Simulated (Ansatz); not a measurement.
# Quasi-harmonic thermodynamics of CdS (Hawleyite, F-43m)

Wanted: α(T), C_P(T) and B(T) of CdS (Hawleyite) in the quasi-harmonic approximation.

Program: Ansatz 0.2.0. Level of theory: DFT PBE+D3(BJ), scalar-relativistic, plane waves, PAW. Results are calculated unless marked as measured.

## Step 1: The starting structure

It takes space group F-43m (No. 216, cubic). The conventional cell has a = 5.833 Å, b = 5.833 Å, c = 5.833 Å, α = 90.00°, β = 90.00°, γ = 90.00°. Nearest to Cd lie 4 S at 2.53 Å. Nearest to S lie 4 Cd at 2.53 Å. Farther neighbours and most contacts between anions are not listed.

## Step 2: Probe on a coarse mesh

Before spending time, one coarse run tells the gap and the pressure of the starting cell.

input.yaml reads:

```yaml
crystal:
  lattice:
    - [0.0, 2.9165, 2.9165]
    - [2.9165, 0.0, 2.9165]
    - [2.9165, 2.9165, 0.0]
  atoms:
    - { symbol: Cd, position: [0.0, 0.0, 0.0] }
    - { symbol: S, position: [0.25, 0.25, 0.25] }
kpoints:
  mp_grid: { grid: [6, 6, 6] }
hamiltonian:
  xc: pbe
  dispersion: d3bj
scf:
  occupations: { method: gaussian, width: 0.1 }
output:
  forces: true
  stress: true
  eigenvalues: true
```

Command:

```bash
ansatz run input.yaml --threads 4 --pin off --max-ram 8192MiB --backend cpu --events-out ev --progress --plain --runs-dir out
```

Numbers of over 12 decimals in the logs are rounded to 6 here.

The log of the run:

```text
Engine: ansatz 0.2.0, x86_64-unknown-linux-gnu
Pseudopotentials: kind: paw
Pseudopotential: Cd, paw, valence charge 20, recommended cutoff 420 eV (normal), Cd.paw.azcp
Pseudopotential: S, paw, valence charge 6, recommended cutoff 420 eV (normal), S.paw.azcp
Functional definition: PBE
  parameter kappa = 0.804
  parameter beta = 0.066725
  exchange = pbe_x(kappa = kappa, mu = beta*pi^2/3)
  correlation = pbe_c(beta = beta)
Crystal: 2 atoms, lattice volume = 49.615 Å³
Basis set: ecut = 420 eV, 941 PW (Γ), exchange–correlation on 60×60×60 points (8 copies of the dense FFT grid, shifted against one another)
Bands: 17, of which v1, the nominal top of the filled ones, is band 13 counted from 1 (12 counted from 0)
Symmetry: 24 space group operations
Space group: F-43m (ITA 216), of the structure as read, at distance tolerance 3.7e-5 Å
k-points: 16 of 216 (time reversal used)
Non-local potential: Cd, projectors of the file, l = 0: 3, l = 1: 2, l = 2: 2, l = 3: 1
Non-local potential: S, projectors of the file, l = 0: 2, l = 1: 2, l = 2: 2
PAW form: soft (Blöchl's): semilocal exchange-correlation on the pseudo side does not see the compensation charge
PAW one-centre angular grid: Cd, 590 points (default); XC on 64 Gauss nodes
PAW one-centre angular grid: S, 110 points (default); XC on 64 Gauss nodes
Initial density: superposition of atomic densities (neutral atoms: chi_scale 0, normalization atom), corrected by the library's trained network
Initial wavefunctions: pseudopotential atomic-orbital guess
Functional: x = pbe(κ = 0.804, μ = 0.219515), c = pbe(β = 0.066725)
SCF iter   1: F=—  HF=-9158.418401 eV  |F-HF|=—  |Δ(HF+E_count)|=         —  Δρ=5.60e-4  dr2=1.66e-4  ethr=1.77e-3  ⟨swp⟩=5.1  Hψ=1303  notcnv=0
preconditioner: auto → none  [insulator: Δε(μ)=1.141 eV  Ē_g=12.375 eV  σ=0.100 eV  W_gap=1.00  n_scr=14 (ndim 8)  ℏωp=22.4 eV  f_vac=0.128  D(μ)=0.00/eV (n_scr^D=0)  ε∞_Penn≈4.3]
SCF iter   2: F=—  HF=-9158.419077 eV  |F-HF|=—  |Δ(HF+E_count)|=   6.76e-4  Δρ=3.11e-4  dr2=2.66e-5  ethr=6.40e-7  ⟨swp⟩=2.7  Hψ=628  notcnv=0
SCF iter   3: F=—  HF=-9158.419101 eV  |F-HF|=—  |Δ(HF+E_count)|=   2.39e-5  Δρ=1.13e-4  dr2=2.59e-6  ethr=1.02e-7  ⟨swp⟩=2.7  Hψ=525  notcnv=0
SCF iter   4: F=—  HF=-9158.419121 eV  |F-HF|=—  |Δ(HF+E_count)|=   2.03e-5  Δρ=2.91e-5  dr2=2.20e-7  ethr=9.97e-9  ⟨swp⟩=2.0  Hψ=416  notcnv=0
iter 5 did not close the SCF: its close was put off for the readings that it lacked (scf_convergence_deferred on its scf_iter line)
SCF iter   5: F=-9158.419122 eV  HF=-9158.419122 eV  |F-HF|=6.81e-8  |Δ(HF+E_count)|=   1.37e-6  Δρ=8.10e-6  dr2=4.41e-8  ethr=8.46e-10  ⟨swp⟩=2.0  Hψ=416  notcnv=0
SCF iter   6: F=-9158.419122 eV  HF=-9158.419122 eV  |F-HF|=2.58e-9  |Δ(HF+E_count)|=   8.78e-8  Δρ=3.49e-6  dr2=4.18e-9  ethr=1.70e-10  ⟨swp⟩=2.1  Hψ=943  notcnv=0
SCF 1 converged in 6 iterations: F = -9158.419122 eV  dr2 = 4.18e-9
  greatest PAW one-centre occupation: 1.000 electrons in one spin orbital (limit 2), on the Cd atom at site 0 (counted from 0), in its partial waves of l = 0
SCF converged after 6 iterations
Free energy (F): -9158.419122 eV
Harris-Foulkes:  -9158.419122 eV  (|F-HF|=2.58e-9)
Internal energy: -9158.419122 eV  (E = F + TS)
E sigma→0 (E₀):  -9158.419122 eV
Fermi energy:    7.489160 eV
--- Per-component energies (eV) ---
  E_band       = -506.630549
  E_kinetic    = 612.040924
  E_local      = -4012.173652  (includes V_loc(G=0)·N_el)
  E_nonlocal   = 62.141067
  E_hartree    = 1842.922280
  E_xc         = -273.993116
  E_vxc        = -309.247280  (∫ρ·V_xc dr)
  E_paw        = -4683.761893  (= ΣΔE_a)
  E_vpaw       = -545.234911  (= ΣTr[D̂ρ^β])
  E_aug_tail   = 0.000016  (compensation charges beyond the density's cutoff)
  E_ewald      = -2704.981299
  E_disp       = -0.613449  (pairwise vdW)
  E_smearing   = -0.000000  (= −TS)
  E_closure    = -0.000000  (closes the sum)
  Σ components = -9158.419122   (vs F -9158.419122, Δ=0.00e0)
--- Forces (eV/Å), atoms counted from 1 ---
  atom   1  Cd     0.00000000    -0.00000000     0.00000000
  atom   2  S     -0.00000000    -0.00000000     0.00000000
  max |Σ_I F_I| component: 1.57e-16 eV/Å
--- Stress (GPa, compression-positive) ---
        0.621084      -0.000000      -0.000000
        0.000000       0.621084       0.000000
       -0.000000       0.000000       0.621084
  P = ⅓ Tr σ = 0.6211 GPa (6.211 kbar)
--- Band table (eV; the first three rows and the last of 16) ---
  k-point 0: bands = [... 9 lower, -0.3308, 6.9122, 6.9122, 6.9122, 8.0566, 13.4366, 13.4366, 13.4366]
  k-point 1: bands = [... 9 lower, -0.3316, 5.4057, 6.7076, 6.7076, 9.2186, 13.0972, 13.7518, 13.7518]
  k-point 2: bands = [... 9 lower, -0.3142, 3.5117, 6.3348, 6.3348, 9.8883, 13.6226, 13.9797, 13.9797]
  k-point 15: bands = [... 9 lower, 0.2559, 3.0016, 4.7407, 4.8030, 11.6360, 12.0129, 15.0823, 15.2796]
```

Run time: 0.31 s. Hardware: 4 threads of Intel Xeon Platinum 8559C (Emerald Rapids), shared host; peak memory 0.37 GiB.

Numbers from this step:

| Property | Result |
| --- | --- |
| pressure | 0.6211 GPa |
| gap on the k-mesh | 1.144 eV |
| volume per atom | 24.81 Å³ |

The start is under 0.62 GPa at this level and looks like an insulator or semiconductor on this mesh.

## Step 3: Finding the static equilibrium

Phonons are second derivatives about a minimum, so cell and atoms are relaxed first, inside the symmetry of the start.

input.yaml, the sections that differ from step 2:

```yaml
kpoints:
  mp_grid: { grid: [8, 8, 8] }
scf:
  occupations: { method: gaussian, width: 0.02 }
relax:
  adjacent_minimum: "off"
  f_tol: 0.005
  max_steps: 80
  cell: { stress_tol: 0.05 }
# crystal, hamiltonian, output: as in step 2
```

The log of the run:

```text
[...]
Crystal: 2 atoms, lattice volume = 49.615 Å³
Basis set: ecut = 420 eV, 941 PW (Γ), exchange–correlation on 60×60×60 points (8 copies of the dense FFT grid, shifted against one another)
Bands: 17, of which v1, the nominal top of the filled ones, is band 13 counted from 1 (12 counted from 0)
Symmetry: 24 space group operations
[...]
k-points: 29 of 512 (time reversal used)
[...]
SCF iter   1: F=—  HF=-9158.420544 eV  |F-HF|=—  |Δ(HF+E_count)|=         —  Δρ=5.91e-4  dr2=2.14e-4  ethr=1.77e-3  ⟨swp⟩=5.8  Hψ=2517  notcnv=0
[...]
SCF iter   6: F=-9158.421267 eV  HF=-9158.421267 eV  |F-HF|=2.58e-9  |Δ(HF+E_count)|=   5.96e-8  Δρ=2.92e-6  dr2=2.97e-9  ethr=1.29e-10  ⟨swp⟩=2.0  Hψ=1740  notcnv=0
SCF 1 converged in 6 iterations: F = -9158.421267 eV  dr2 = 2.97e-9
[...]
relax step   1: F+E_penalty+E_count = -9158.42126676 eV  Δ(F+E_penalty+E_count) = +0.000e0 eV  max|allowed force component| = 1.388e-16 eV/Å  Δτ_max = 0.0000 Å  P = +0.613 GPa  Ω = 49.615 Å³  (6 SCF iters, dr2 threshold 1.00e-7 eV, accepted)
Crystal: 2 atoms, lattice volume = 50.104 Å³
[...]
iter 1 solved again at ethr=3.72e-7 eV; its pass at ethr=3.10e-3 eV (dr2=9.68e-5 eV) is discarded
[...]
SCF iter   4: F=-9158.422117 eV  HF=-9158.422117 eV  |F-HF|=9.04e-9  |Δ(HF+E_count)|=   3.26e-7  Δρ=1.31e-5  dr2=6.51e-8  ethr=7.69e-10  ⟨swp⟩=3.0  Hψ=1899  notcnv=0
SCF 2 converged in 4 iterations: F = -9158.422117 eV  dr2 = 6.51e-8
relax step   2: F+E_penalty+E_count = -9158.42211686 eV  Δ(F+E_penalty+E_count) = -8.501e-4 eV  max|allowed force component| = 4.510e-17 eV/Å  Δτ_max = 0.0000 Å  P = +0.022 GPa  Ω = 50.104 Å³  energy of the carried Pulay correction = -1.115e-4 eV  (4 SCF iters, dr2 threshold 2.00e-7 eV, accepted)
[...]
SCF iter   6: F=-9158.422239 eV  HF=-9158.422239 eV  |F-HF|=0.00e0  |Δ(HF+E_count)|=  6.37e-11  Δρ=3.29e-8  dr2=4.73e-13  ethr=1.00e-12  ⟨swp⟩=5.0  Hψ=2002  notcnv=0
SCF 3 converged in 6 iterations: F = -9158.422239 eV  dr2 = 4.73e-13
relax step   3: F+E_penalty+E_count = -9158.42223918 eV  Δ(F+E_penalty+E_count) = -1.223e-4 eV  max|allowed force component| = 5.320e-17 eV/Å  Δτ_max = 0.0000 Å  P = +0.021 GPa  Ω = 50.104 Å³  stress off target by 2.14e-2 GPa  SCF on the basis re-selected at this cell (its energy is not comparable with the rows above)  (6 SCF iters)
basis re-selected at this cell: Δ(F+E_penalty+E_count) = -1.223e-4 eV, ΔP = -0.001 GPa vs the last step (what re-selecting the basis moved, of the pressure what is left beyond the Pulay correction that the steps carried, after the strain that the cell walked since its last selection, with what the two solves' SCF thresholds leave and, on support functions, any second-order correction that the steps lacked; it is no m [...]
SCF converged after 6 iterations
Free energy (F): -9158.422239 eV
[...]
Internal energy: -9158.422239 eV  (E = F + TS)
E sigma→0 (E₀):  -9158.422239 eV
Fermi energy:    7.334470 eV
[...]
--- Stress (GPa, compression-positive) ---
        0.021390      -0.000000      -0.000000
       -0.000000       0.021390       0.000000
       -0.000000      -0.000000       0.021390
  P = ⅓ Tr σ = 0.0214 GPa (0.214 kbar)
--- Band table (eV; the first three rows and the last of 29) ---
  k-point 0: bands = [... 9 lower, -0.4470, 6.7721, 6.7721, 6.7721, 7.8965, 13.3002, 13.3002, 13.3002]
  k-point 1: bands = [... 9 lower, -0.4480, 5.7572, 6.6527, 6.6527, 8.7316, 13.0384, 13.4953, 13.4953]
  k-point 2: bands = [... 9 lower, -0.4428, 4.3067, 6.3835, 6.3835, 9.5311, 13.0341, 13.7974, 13.7974]
  k-point 28: bands = [... 9 lower, 0.1670, 2.9233, 4.5531, 4.6225, 12.1544, 12.2029, 13.9774, 14.8052]
--- Relaxed structure (2 steps of the walk, 2 accepted, 1 SCFs on fresh bases) ---
  F+E_penalty+E_count = -9158.42223918 eV   max|allowed force component| = 5.320e-17 eV/Å   (the final SCF, on the basis selected at the relaxed cell)
  cell:  # Å, volume = 50.1041 Å³
    - [0, 2.926045, 2.926045]
    - [2.926045, 0, 2.926045]
    - [2.926045, 2.926045, 0]
  atoms:
    - { symbol: Cd, position: [0, 0, 0] }
    - { symbol: S, position: [0.250000, 0.250000, 0.250000] }
```

It took 2 s on 4 threads; peak memory 0.43 GiB.

Step by step:

```
step  energy less that of the first step (eV)  largest force component (eV/Å)  pressure (GPa)  volume (Å³)
   1                                   0.0000                          0.0000            0.61        49.62
   2                                  -0.0009                          0.0000            0.02        50.10
  3*                                  -0.0010                          0.0000            0.02        50.10
```

Relaxation steps marked * repeat the geometry before them on a plane-wave basis chosen anew for their cell, so energy and pressure can jump there.

The run keeps the 24 symmetry operations that it works with, so distortions that break them were not tested.

```
conventional cell, symmetrised  before  after  change
                         a (Å)   5.833  5.852  +0.3 %
                         b (Å)   5.833  5.852  +0.3 %
                         c (Å)   5.833  5.852  +0.3 %
              volume (Å³/atom)   24.81  25.05  +1.0 %
```

The relaxed structure:

```cif
data_structure
_symmetry_space_group_name_H-M 'P 1'
_symmetry_Int_Tables_number 1
_cell_length_a 4.1381
_cell_length_b 4.1381
_cell_length_c 4.1381
_cell_angle_alpha 60.000
_cell_angle_beta 60.000
_cell_angle_gamma 60.000
_cell_volume 50.10
loop_
_atom_site_label
_atom_site_type_symbol
_atom_site_fract_x
_atom_site_fract_y
_atom_site_fract_z
_atom_site_occupancy
Cd1 Cd 0.00000 0.00000 0.00000 1
S2 S 0.25000 0.25000 0.25000 1
```

Numbers from this step:

```yaml
pressure: 0.02139 GPa
gap_on_the_k_mesh: 1.124 eV
volume_per_atom: 25.05 Å³
```

The relaxation ends with a pressure of 0.02 GPa.

## Step 4: Relaxing to small residual forces and stress

The thresholds are tightened for a last relaxation ahead of the phonons, and where mesh or smearing change with them the cell follows.

input.yaml, the sections that differ from step 3:

```yaml
crystal:
  lattice:
    - [0.0, 2.9260453199, 2.9260453199]
    - [2.9260453199, 0.0, 2.9260453199]
    - [2.9260453199, 2.9260453199, 0.0]
  atoms:
    - { symbol: Cd, position: [0.0, 0.0, 0.0] }
    - { symbol: S, position: [0.25, 0.25, 0.25] }
scf:
  occupations: { method: fixed }
relax:
  adjacent_minimum: "off"
  f_tol: 0.001
  max_steps: 60
  cell: { stress_tol: 0.01 }
# kpoints, hamiltonian, output: as in step 3
```

The log of the run:

```text
[...]
Crystal: 2 atoms, lattice volume = 50.104 Å³
Basis set: ecut = 420 eV, 941 PW (Γ), exchange–correlation on 60×60×60 points (8 copies of the dense FFT grid, shifted against one another)
Bands: 17, of which v1, the nominal top of the filled ones, is band 13 counted from 1 (12 counted from 0)
Symmetry: 24 space group operations
[...]
k-points: 29 of 512 (time reversal used)
[...]
k-point 28: bands = [... 9 lower, 0.1622, 2.9200, 4.5497, 4.6188, 12.1480, 12.1980, 13.9718, 14.8003]
--- Relaxed structure (2 steps of the walk, 2 accepted, 1 SCFs on fresh bases) ---
[...]
cell:  # Å, volume = 50.1218 Å³
    - [0, 2.926390, 2.926390]
    - [2.926390, 0, 2.926390]
    - [2.926390, 2.926390, 0]
  atoms:
    - { symbol: Cd, position: [0, 0, 0] }
    - { symbol: S, position: [0.25, 0.25, 0.25] }
[key lines of the parts left out:]
SCF converged after 6 iterations
Free energy (F): -9158.422236 eV
Fermi energy:    6.767152 eV
P = ⅓ Tr σ = 0.0006 GPa (0.006 kbar)
```

Wall time 2 s (4 threads); peak memory 0.42 GiB.

Little changed from the start: no atom moved by 0.005 Å and no cell edge by 0.1 %.

This step gave:

```yaml
pressure: 5.57e-4 GPa
volume_per_atom: 25.06 Å³
```

The residual pressure is 5.6e-4 GPa, small enough for phonons.

## Step 5: A faulty attempt

This input was changed on purpose, to see how the program answers.

input.yaml reads:

```yaml
crystal:
  lattice:
    - [0.0, 2.9263903678, 2.9263903678]
    - [2.9263903678, 0.0, 2.9263903678]
    - [2.9263903678, 2.9263903678, 0.0]
  atoms:
    - { symbol: Cd, position: [0.0, 0.0, 0.0] }
    - { symbol: S, position: [0.25, 0.25, 0.25] }
kpoints:
  mp_grid: { grid: [8, 8, 8] }
hamiltonian:
  xc: pbe
  dispersion: d3bj
scf:
  occupations: { method: fixed }
  max_iter: 50
output:
  eigenvalues: true
phonons:
  supercell: [2, 2, 2]
  qmesh: [4, 4, 4]
  thermal_expansion: {}
```

The log of the run:

```text
Error: invalid value for `phonons.qmesh`: set beside supercell — each asks for the run's force constants: supercell solves them in one diagonal repeat, and qmesh at the wavevectors of a mesh, each in its own smallest supercell; remove one of the two (the mesh that the density of states and the thermodynamic sums are integrated on is interpolated_qmesh)
```

The job ended after 0.02 s (4 threads; peak memory 0.042 GiB).

The program refused the input before any cycle.

The program's message: “Error: invalid value for `phonons.qmesh`: set beside supercell — each asks for the run's force constants: supercell solves them in one diagonal repeat, and qmesh at the wavevectors of a mesh, each in …”

The fault put into the input: a supercell and a q mesh together.

(Part 1 of 2 ends here.)

[Logs are printed without paths, hosts, clocks, repeated set-up lines and the standing remarks that a program may print on its own settings, such as how far it seeks lower states.]

[Hosts, paths, dates, database ids (printed as entryN), source tags and the programs' standing remarks are cut or masked in the printed files.]

[A step with changed settings may run another functional than the one named; its input shows which.]
